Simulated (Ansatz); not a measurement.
# How the geometry moves the gap of CaMoO4 (I4_1/a)

Wanted: the change of the gap of CaMoO4 (I4_1/a) on relaxing cell and ions.

Main program and level: Ansatz 0.2.0; r2SCAN, HSE06 and G0W0, plane waves, PAW.

**Experimental background.**

- Gap 4.5 ± 0.05 eV: direct optical gap from absorption edge; optical absorption; bulk crystal (thin platelet cleaved from flux-grown single crystal) (“The high-pressure behavior of CaMoO4”, 2017, arxiv:1709.09825).

## 1. Set-up

Symmetry: I4_1/a, No. 88, tetragonal system. Conventional cell: a = 5.224 Å, b = 5.224 Å, c = 11.428 Å, α = 90.00°, β = 90.00°, γ = 90.00°. Nearest to Ca lie 8 O at 2.44 to 2.47 Å. Nearest to Mo lie 4 O at 1.77 Å. O has 1 Mo at 1.77 Å and 2 Ca at 2.44 to 2.47 Å nearest. Farther neighbours and most contacts between anions are not listed.

As a file:

```cif
data_structure
_symmetry_space_group_name_H-M 'P 1'
_symmetry_Int_Tables_number 1
_cell_length_a 6.8041
_cell_length_b 6.8041
_cell_length_c 6.8041
_cell_angle_alpha 134.854
_cell_angle_beta 134.854
_cell_angle_gamma 65.757
_cell_volume 155.92
loop_
_atom_site_label
_atom_site_type_symbol
_atom_site_fract_x
_atom_site_fract_y
_atom_site_fract_z
_atom_site_occupancy
Ca1 Ca 0.75000 0.25000 0.50000 1
Ca2 Ca 0.00000 0.00000 0.00000 1
Mo3 Mo 0.25000 0.75000 0.50000 1
Mo4 Mo 0.50000 0.50000 0.00000 1
O5 O 0.57776 0.98246 0.89142 1
O6 O 0.73246 0.34104 0.90470 1
O7 O 0.09104 0.68634 0.10858 1
O8 O 0.43634 0.82776 0.09530 1
O9 O 0.17224 0.26754 0.60858 1
O10 O 0.01754 0.90896 0.59530 1
O11 O 0.65896 0.56366 0.39142 1
O12 O 0.31366 0.42224 0.40470 1
```

The cell and positions come from the Crystallography Open Database and are kept as given unless a step says otherwise. The default PAW set here is soft_2. Its files were made with PBE.

## 2. r2SCAN bands at the given cell

Levels along a band path, at the cheap level, show where the edges lie and whether the meshes to come will hold them.

This step: DFT, r2SCAN, plane waves, PAW.

Contents of input.yaml:

```yaml
crystal:
  lattice:
    - [-2.6118, 2.6118, 5.71425]
    - [2.6118, -2.6118, 5.71425]
    - [2.6118, 2.6118, -5.71425]
  atoms:
    - { symbol: Ca, position: [0.75, 0.25, 0.5] }
    - { symbol: Ca, position: [0.0, 0.0, 0.0] }
    - { symbol: Mo, position: [0.25, 0.75, 0.5] }
    - { symbol: Mo, position: [0.5, 0.5, 0.0] }
    - { symbol: O, position: [0.57776, 0.98246, 0.89142] }
    - { symbol: O, position: [0.73246, 0.34104, 0.9047] }
    - { symbol: O, position: [0.09104, 0.68634, 0.10858] }
    - { symbol: O, position: [0.43634, 0.82776, 0.0953] }
    - { symbol: O, position: [0.17224, 0.26754, 0.60858] }
    - { symbol: O, position: [0.01754, 0.90896, 0.5953] }
    - { symbol: O, position: [0.65896, 0.56366, 0.39142] }
    - { symbol: O, position: [0.31366, 0.42224, 0.4047] }
kpoints:
  mp_grid: { grid: [6, 6, 6] }
  band_path:
    path:
      - [[0.0, 0.0, 0.0], [0.0, 0.0, 0.5], [0.25, 0.25, 0.25], [0.0, 0.5, 0.0], [0.0, 0.0, 0.0], [0.5, 0.5, -0.5], [0.30222776, 0.69777224, -0.30222776]]
      - [[-0.30222776, 0.30222776, 0.30222776], [0.0, 0.0, 0.0]]
      - [[0.0, 0.0, 0.5], [-0.10445551, 0.10445551, 0.5]]
      - [[0.5, 0.5, -0.10445551], [0.5, 0.5, -0.5]]
    npoints: 10
hamiltonian:
  xc: r2scan
scf:
  occupations: { method: fermi_dirac, width: 0.02 }
  n_extra_bands: 8
output:
  eigenvalues: true
  forces: true
  stress: true
```

Launch:

```console
$ ansatz run input.yaml --threads 24 --pin off --max-ram 82944MiB --backend cuda --events-out ev --progress --plain --runs-dir out --devices 1 --max-vram 78GiB
```

Numbers of over 12 decimals in the logs are rounded to 6 here.

Output:

```text
scf.n_extra_bands = 8 over 48 filled bands (N_el = 96.0): the run solves 56 bands
GPUs: using 1 of 1 available (devices: 1).
Engine: ansatz 0.2.0, aarch64-unknown-linux-gnu
Pseudopotentials: kind: paw
Pseudopotential: Ca, paw, valence charge 10, recommended cutoff 500 eV (meta_gga), Ca.paw.azcp
Pseudopotential: Mo, paw, valence charge 14, recommended cutoff 500 eV (meta_gga), Mo.paw.azcp
Pseudopotential: O, paw, valence charge 6, recommended cutoff 500 eV (meta_gga), O.paw.azcp
Functional definition: r2SCAN
  parameter k0 = 0.174
  parameter k1 = 0.065
  parameter a1 = 4.9479
  exchange = r2scan_x(k0 = k0, k1 = k1, a1 = a1)
  correlation = r2scan_c
concurrent solve slots: 18 of 24 are kept, ahead of what memory takes: no pass of the eigensolver takes more rounds on 18
device memory: the entry about to start is reckoned to put 11.9 GiB on a device that reports 165.2 GiB free (of which the cap on the GPU budget leaves the run 78.0 GiB)
GPU FFT provider: cuFFT
GPU libraries: cuBLAS 13.8.1, cuFFT 12.4.0, cuSOLVER 12.3.2
GPU matrix products: emulated (plane waves: as basis.precision tells), large ones in fixed point in workspaces of 1.00 GiB
Crystal: 12 atoms, lattice volume = 155.919 Å³
Basis set: ecut = 500 eV, 3997 PW (Γ), exchange–correlation on 200×200×200 points (64 copies of the dense FFT grid, shifted against one another)
Bands: 56, of which v1, the nominal top of the filled ones, is band 48 counted from 1 (47 counted from 0)
Symmetry: 8 space group operations
Space group: I41/a (ITA 88), of the structure as read, at distance tolerance 5.4e-5 Å
k-points: 36 of 216
Non-local potential: Ca, projectors of the file, l = 0: 3, l = 1: 2, l = 2: 2
Non-local potential: Mo, projectors of the file, l = 0: 3, l = 1: 2, l = 2: 2, l = 3: 1
Non-local potential: O, projectors of the file, l = 0: 2, l = 1: 2, l = 2: 1
PAW form: soft (Blöchl's): semilocal exchange-correlation on the pseudo side does not see the compensation charge
PAW frozen core: Ca, regenerated for the run's functional (the file was generated under x = pbe(κ = 0.804, μ = 0.219515), c = pbe(β = 0.066725))
PAW frozen core: Mo, regenerated for the run's functional (the file was generated under x = pbe(κ = 0.804, μ = 0.219515), c = pbe(β = 0.066725))
PAW frozen core: O, regenerated for the run's functional (the file was generated under x = pbe(κ = 0.804, μ = 0.219515), c = pbe(β = 0.066725))
PAW one-centre angular grid: Ca, 302 points (default); XC on 160 Gauss nodes
PAW one-centre angular grid: Mo, 590 points (default); XC on 160 Gauss nodes
PAW one-centre angular grid: O, 302 points (default); XC on 160 Gauss nodes
Initial density: superposition of atomic densities (neutral atoms: chi_scale 0, normalization atom), corrected by the library's trained network
[...]
SCF iter   6: F=—  HF=-18139.462417 eV  |F-HF|=—  |Δ(HF+E_count)|=   1.27e-4  Δρ=1.96e-5  dr2=6.50e-7  dr2_τ=5.68e-8  ethr=2.06e-8  ⟨swp⟩=2.0  Hψ=3023  notcnv=0  defer=144
SCF iter   7: F=-18139.462417 eV  HF=-18139.462417 eV  |F-HF|=1.15e-8  |Δ(HF+E_count)|=   3.31e-7  Δρ=4.27e-6  dr2=3.52e-8  dr2_τ=3.14e-9  ethr=1.04e-10  ⟨swp⟩=9.9  Hψ=8635  notcnv=0
SCF 1 converged in 7 iterations: F = -18139.462417 eV  dr2 = 3.52e-8
[...]
device memory: the entry about to start is reckoned to put 9.6 GiB on a device that reports 165.1 GiB free (of which the cap on the GPU budget leaves the run 78.0 GiB)
NSCF: frozen V_eff on 94 k-points, pencils in batches of 32, up to order 248
SCF converged after 7 iterations
Free energy (F): -18139.462417 eV
Harris-Foulkes:  -18139.462417 eV  (|F-HF|=1.15e-8)
Internal energy: -18139.462417 eV  (E = F + TS)
E sigma→0 (E₀):  -18139.462417 eV
Fermi energy:    8.520841 eV
--- Per-component energies (eV) ---
  E_band       = -827.377540
  E_kinetic    = 2839.895407
  E_local      = -6820.049651  (includes V_loc(G=0)·N_el)
  E_nonlocal   = 784.395174
  E_hartree    = 2351.959150
  E_xc         = -1216.985435
  E_vxc        = -1746.027267  (∫ρ·V_xc dr)
  E_paw        = -9438.336065  (= ΣΔE_a)
  E_vpaw       = -702.425730  (= ΣTr[D̂ρ^β])
  E_aug_tail   = 0.008263  (compensation charges beyond the density's cutoff)
  E_vtau       = 112.901770  (kinetic-family band-sum trace: ∫τ·v_τ [+ j·A + Jᵃ·Aᵃ] dr)
  E_ewald      = -6639.209996
  E_core_change = -1.139265  (= ΣΔE_core)
  E_smearing   = -0.000000  (= −TS)
  E_closure    = -0.000000  (closes the sum)
  Σ components = -18139.462417   (vs F -18139.462417, Δ=0.00e0)
--- Forces (eV/Å), atoms counted from 1 ---
  atom   1  Ca     0.00000000     0.00000000     0.00000000
  atom   2  Ca     0.00000000     0.00000000     0.00000000
  atom   3  Mo     0.00000000     0.00000000     0.00000000
  atom   4  Mo     0.00000000    -0.00000000     0.00000000
  atom   5  O      0.07902115     0.08304209     0.06858950
  atom   6  O     -0.08304209     0.07902115     0.06858950
  atom   7  O     -0.07902115    -0.08304209     0.06858950
  atom   8  O      0.08304209    -0.07902115     0.06858950
  atom   9  O     -0.07902115    -0.08304209    -0.06858950
  atom  10  O      0.08304209    -0.07902115    -0.06858950
  atom  11  O      0.07902115     0.08304209    -0.06858950
  atom  12  O     -0.08304209     0.07902115    -0.06858950
  max |Σ_I F_I| component: 1.39e-17 eV/Å
--- Stress (GPa, compression-positive) ---
        0.574254       0.000010       0.000000
       -0.000010       0.574254      -0.000000
        0.000000       0.000000       0.134107
  P = ⅓ Tr σ = 0.4275 GPa (4.275 kbar)
--- Band table (eV; the first three rows and the last of 36) ---
  k-point 0: bands = [... 44 lower, 5.9090, 6.2580, 6.5870, 6.5870, 10.4361, 10.8447, 11.1743, 11.1870, ... 4 higher]
  k-point 1: bands = [... 44 lower, 6.0103, 6.2016, 6.3338, 6.4972, 10.5492, 10.9275, 11.1052, 11.2705, ... 4 higher]
  k-point 2: bands = [... 44 lower, 5.8022, 6.0640, 6.1945, 6.3051, 10.6796, 10.8966, 11.1117, 11.3246, ... 4 higher]
  k-point 35: bands = [... 44 lower, 6.1398, 6.1398, 6.5206, 6.5206, 10.6516, 10.6516, 10.9186, 10.9186, ... 4 higher]
```

Wall time 2.8 s (1 × NVIDIA GB200 (shared by 2 runs) with 24 threads of Arm Neoverse V2, shared host); peak memory 1.3 GiB; 19 s of CPU time.

This step gave:

| Property | Result |
| --- | --- |
| pressure | 0.4275 GPa |
| filled bands | 48 |
| gap | 3.849 eV |
| valence top at | Γ |
| conduction bottom at | Γ |
| least direct gap | 3.849 eV |

The gap is direct, at Γ.

## 3. Relaxing cell and ions

Gaps follow bond lengths, so the structure is brought to rest first.

input.yaml, the sections that differ from step 2:

```yaml
kpoints:
  mp_grid: { grid: [6, 6, 6] }
scf:
  occupations: { method: fermi_dirac, width: 0.02 }
relax:
  f_tol: 0.01
  max_steps: 60
  cell: {}
# crystal, hamiltonian: as in step 2
# output: removed
```

Output:

```text
[...]
GPUs: using 1 of 1 available (devices: 1).
[...]
Crystal: 12 atoms, lattice volume = 155.919 Å³
Basis set: ecut = 500 eV, 3997 PW (Γ), exchange–correlation on 200×200×200 points (64 copies of the dense FFT grid, shifted against one another)
Bands: 60, of which v1, the nominal top of the filled ones, is band 48 counted from 1 (47 counted from 0)
Symmetry: 8 space group operations
[...]
k-points: 36 of 216
[...]
SCF iter   1: F=—  HF=-18139.389134 eV  |F-HF|=—  |Δ(HF+E_count)|=         —  Δρ=1.55e-2  dr2=5.64e-1  dr2_τ=7.73e-1  ethr=1.77e-3  ⟨swp⟩=7.6  Hψ=9201  notcnv=0  defer=6
[...]
SCF iter   3: F=—  HF=-18139.463979 eV  |F-HF|=—  |Δ(HF+E_count)|=   9.99e-3  Δρ=3.11e-3  dr2=7.61e-3  dr2_τ=6.33e-4  ethr=7.75e-5  ⟨swp⟩=2.0  Hψ=2880  notcnv=0  defer=108
automatic band count: iteration 3 solves 55 bands in place of 60: the levels show a gap, and the empty bands left out lie too high to hold charge; the band table lists the bands solved (type scf.n_extra_bands for more)
SCF iter   4: F=—  HF=-18139.462677 eV  |F-HF|=—  |Δ(HF+E_count)|=   1.30e-3  Δρ=6.32e-4  dr2=3.26e-4  dr2_τ=7.69e-5  ethr=7.93e-6  ⟨swp⟩=2.0  Hψ=3384  notcnv=0  defer=108
[...]
SCF iter   7: F=-18139.462417 eV  HF=-18139.462417 eV  |F-HF|=1.03e-8  |Δ(HF+E_count)|=   3.16e-7  Δρ=4.10e-6  dr2=3.30e-8  dr2_τ=2.83e-9  ethr=1.04e-10  ⟨swp⟩=4.0  Hψ=6744  notcnv=0
SCF 1 converged in 7 iterations: F = -18139.462417 eV  dr2 = 3.30e-8
[...]
relax step   1: F+E_penalty+E_count = -18139.46241695 eV  Δ(F+E_penalty+E_count) = +0.000e0 eV  max|allowed force component| = 8.305e-2 eV/Å  Δτ_max = 0.0000 Å  P = +0.428 GPa  Ω = 155.919 Å³  (7 SCF iters, dr2 threshold 1.00e-7 eV, accepted)
[...]
relax step   2: F+E_penalty+E_count = -18139.46581928 eV  Δ(F+E_penalty+E_count) = -3.402e-3 eV  max|allowed force component| = 4.381e-2 eV/Å  Δτ_max = 0.0188 Å  P = +0.069 GPa  Ω = 155.511 Å³  energy of the carried Pulay correction = +2.122e-4 eV  (6 SCF iters, dr2 threshold 8.23e-7 eV, accepted)
[...]
relax step   4: F+E_penalty+E_count = -18139.46642708 eV  Δ(F+E_penalty+E_count) = -4.022e-5 eV  max|allowed force component| = 1.067e-3 eV/Å  Δτ_max = 0.0014 Å  P = +0.005 GPa  Ω = 155.434 Å³  energy of the carried Pulay correction = +2.524e-4 eV  (6 SCF iters, dr2 threshold 2.54e-8 eV, accepted)
[...]
relax step   5: F+E_penalty+E_count = -18139.46616034 eV  Δ(F+E_penalty+E_count) = +2.667e-4 eV  max|allowed force component| = 1.081e-3 eV/Å  Δτ_max = 0.0000 Å  P = +0.006 GPa  Ω = 155.434 Å³  stress off target by 1.45e-2 GPa  SCF on the basis re-selected at this cell (its energy is not comparable with the rows above)  (4 SCF iters)
[...]
atom   1  Ca     0.00000000     0.00000000     0.00000000
  atom   2  Ca     0.00000000     0.00000000     0.00000000
  atom   3  Mo     0.00000000     0.00000000     0.00000000
  atom   4  Mo     0.00000000    -0.00000000     0.00000000
  atom   5  O      0.00108140     0.00036377    -0.00093323
  atom   6  O     -0.00036377     0.00108140    -0.00093323
  atom   7  O     -0.00108140    -0.00036377    -0.00093323
  atom   8  O      0.00036377    -0.00108140    -0.00093323
  atom   9  O     -0.00108140    -0.00036377     0.00093323
  atom  10  O      0.00036377    -0.00108140     0.00093323
  atom  11  O      0.00108140     0.00036377     0.00093323
  atom  12  O     -0.00036377     0.00108140     0.00093323
  max |Σ_I F_I| component: 1.08e-18 eV/Å
--- Stress (GPa, compression-positive) ---
        0.001917       0.000011       0.000000
       -0.000011       0.001917       0.000000
        0.000000      -0.000000       0.014527
  P = ⅓ Tr σ = 0.0061 GPa (0.061 kbar)
--- Band table (eV; the first three rows and the last of 36) ---
  k-point 0: bands = [... 44 lower, 5.9718, 6.3002, 6.6298, 6.6298, 10.4363, 10.8525, 11.1671, 11.1939, ... 8 higher]
  k-point 1: bands = [... 44 lower, 6.0705, 6.2413, 6.3778, 6.5390, 10.5477, 10.9335, 11.1096, 11.2650, ... 8 higher]
  k-point 2: bands = [... 44 lower, 5.8448, 6.1023, 6.2472, 6.3508, 10.6765, 10.8982, 11.1111, 11.3173, ... 8 higher]
  k-point 35: bands = [... 44 lower, 6.1874, 6.1874, 6.5717, 6.5717, 10.6512, 10.6512, 10.9261, 10.9261, ... 8 higher]
--- Relaxed structure (4 steps of the walk, 4 accepted, 1 SCFs on fresh bases) ---
  F+E_penalty+E_count = -18139.46616034 eV   max|allowed force component| = 1.081e-3 eV/Å   (the final SCF, on the basis selected at the relaxed cell)
  cell:  # Å, volume = 155.4340 Å³
    - [-2.613242, 2.613242, 5.690189]
    - [2.613242, -2.613242, 5.690189]
    - [2.613242, 2.613242, -5.690189]
  atoms:
    - { symbol: Ca, position: [0.750000, 0.25, 0.500000] }
    - { symbol: Ca, position: [0, 0, 0] }
    - { symbol: Mo, position: [0.25, 0.750000, 0.500000] }
    - { symbol: Mo, position: [0.500000, 0.500000, 0] }
    - { symbol: O, position: [0.577281, 0.985265, 0.892973] }
    - { symbol: O, position: [0.735265, 0.342292, 0.907984] }
    - { symbol: O, position: [0.092292, 0.684308, 0.107027] }
    - { symbol: O, position: [0.434308, 0.827281, 0.092016] }
    - { symbol: O, position: [0.172719, 0.264735, 0.607027] }
    - { symbol: O, position: [0.014735, 0.907708, 0.592016] }
    - { symbol: O, position: [0.657708, 0.565692, 0.392973] }
    - { symbol: O, position: [0.315692, 0.422719, 0.407984] }
```

Run time: 5.1 s. Hardware: 1 × NVIDIA GB200 (shared by 2 runs) with 24 threads; peak memory 1.1 GiB.

The steps of the relaxation:

| step | energy less that of the first step (eV) | largest force component (eV/Å) | pressure (GPa) | volume (Å³) |
| --- | --- | --- | --- | --- |
| 1 | 0.0000 | 0.0830 | 0.43 | 155.92 |
| 2 | -0.0034 | 0.0438 | 0.07 | 155.51 |
| 3 | -0.0040 | 0.0202 | 0.01 | 155.28 |
| 4 | -0.0040 | 0.0011 | 0.01 | 155.43 |
| 5 | -0.0037 | 0.0011 | 0.01 | 155.43 |

The log counts 1 steps on a newly chosen plane-wave basis, not all of them marked here; energy and pressure can jump at such steps.

The run keeps the 8 symmetry operations that it works with, so distortions that break them were not tested.

```csv
"conventional cell, symmetrised",before,after,change
a (Å),5.224,5.226,+0.1 %
b (Å),5.224,5.226,+0.1 %
c (Å),11.428,11.380,-0.4 %
volume (Å³/atom),12.99,12.95,-0.3 %
```

The atoms that moved most (Å, as changes of fractional coordinates times the final cell):

```
atom      dx      dy      dz  length
 O11   0.013  -0.005  -0.004   0.014
  O5   0.013  -0.005   0.004   0.014
 O10  -0.005  -0.013  -0.004   0.014
  O9  -0.013   0.005  -0.004   0.014
 O12   0.005   0.013  -0.004   0.014
  O8  -0.005  -0.013   0.004   0.014
  O7  -0.013   0.005   0.004   0.014
  O6   0.005   0.013   0.004   0.014
```

## 4. r2SCAN at the relaxed cell

Contents of input.yaml:

```yaml
crystal:
  lattice:
    - [-2.6132424917, 2.6132424917, 5.6901892587]
    - [2.6132424917, -2.6132424917, 5.6901892587]
    - [2.6132424917, 2.6132424917, -5.6901892587]
  atoms:
    - { symbol: Ca, position: [0.75, 0.25, 0.5] }
    - { symbol: Ca, position: [0.0, 0.0, 0.0] }
    - { symbol: Mo, position: [0.25, 0.75, 0.5] }
    - { symbol: Mo, position: [0.5, 0.5, 0.0] }
    - { symbol: O, position: [0.5772811871, 0.9852651805, 0.89297316] }
    - { symbol: O, position: [0.7352651805, 0.3422920205, 0.9079839934] }
    - { symbol: O, position: [0.0922920205, 0.684308027, 0.10702684] }
    - { symbol: O, position: [0.434308027, 0.8272811871, 0.0920160066] }
    - { symbol: O, position: [0.1727188129, 0.2647348195, 0.60702684] }
    - { symbol: O, position: [0.0147348195, 0.9077079795, 0.5920160066] }
    - { symbol: O, position: [0.6577079795, 0.565691973, 0.39297316] }
    - { symbol: O, position: [0.315691973, 0.4227188129, 0.4079839934] }
kpoints:
  mp_grid: { grid: [6, 6, 6] }
  band_path:
    path:
      - [[0.0, 0.0, 0.0], [0.0, 0.0, 0.5], [0.25, 0.25, 0.25], [0.0, 0.5, 0.0], [0.0, 0.0, 0.0], [0.5, 0.5, -0.5], [0.30222776, 0.69777224, -0.30222776]]
      - [[-0.30222776, 0.30222776, 0.30222776], [0.0, 0.0, 0.0]]
      - [[0.0, 0.0, 0.5], [-0.10445551, 0.10445551, 0.5]]
      - [[0.5, 0.5, -0.10445551], [0.5, 0.5, -0.5]]
    npoints: 10
hamiltonian:
  xc: r2scan
scf:
  occupations: { method: fermi_dirac, width: 0.02 }
  n_extra_bands: 8
output:
  eigenvalues: true
  forces: true
  stress: true
```

Output:

```text
[...]
GPUs: using 1 of 1 available (devices: 1).
[...]
GPU FFT provider: cuFFT
GPU libraries: cuBLAS 13.8.1, cuFFT 12.4.0, cuSOLVER 12.3.2
[...]
Crystal: 12 atoms, lattice volume = 155.434 Å³
Basis set: ecut = 500 eV, 3997 PW (Γ), exchange–correlation on 200×200×200 points (64 copies of the dense FFT grid, shifted against one another)
[...]
k-point 0: bands = [... 44 lower, 5.9719, 6.3003, 6.6299, 6.6299, 10.4363, 10.8526, 11.1671, 11.1939, ... 4 higher]
  k-point 1: bands = [... 44 lower, 6.0705, 6.2414, 6.3778, 6.5391, 10.5478, 10.9336, 11.1097, 11.2650, ... 4 higher]
  k-point 2: bands = [... 44 lower, 5.8449, 6.1024, 6.2473, 6.3509, 10.6766, 10.8982, 11.1111, 11.3173, ... 4 higher]
  k-point 35: bands = [... 44 lower, 6.1875, 6.1875, 6.5718, 6.5718, 10.6512, 10.6512, 10.9262, 10.9262, ... 4 higher]
[key lines of the parts left out:]
SCF converged after 7 iterations
Free energy (F): -18139.466160 eV
Fermi energy:    8.543031 eV
P = ⅓ Tr σ = 0.0061 GPa (0.061 kbar)
```

Run time: 2.9 s. Hardware: 1 × NVIDIA GB200 (shared by 2 runs) with 24 threads; peak memory 1.3 GiB.

Numbers from this step:

```
pressure             : 0.006120 GPa
gap                  : 3.806 eV
valence top at       : Γ
conduction bottom at : Γ
least direct gap     : 3.806 eV
```

The gap is direct, at Γ.

(Part 1 of 2 ends here.)

[Paths, hosts, dates, memory and timing lines, banners, echoed tables and standing remarks are left out of the program output.]

[Logs are printed without paths, hosts, clocks, repeated set-up lines and the standing remarks that a program may print on its own settings, such as how far it seeks lower states.]

[Runs of the session that timed out or met a known fault of the program may be left out.]

[Cells called generated may have been cut or substituted from an entry of the Crystallography Open Database or the Materials Project.]

[Hosts, paths, dates, database ids (printed as entryN), source tags and the programs' standing remarks are cut or masked in the printed files.]
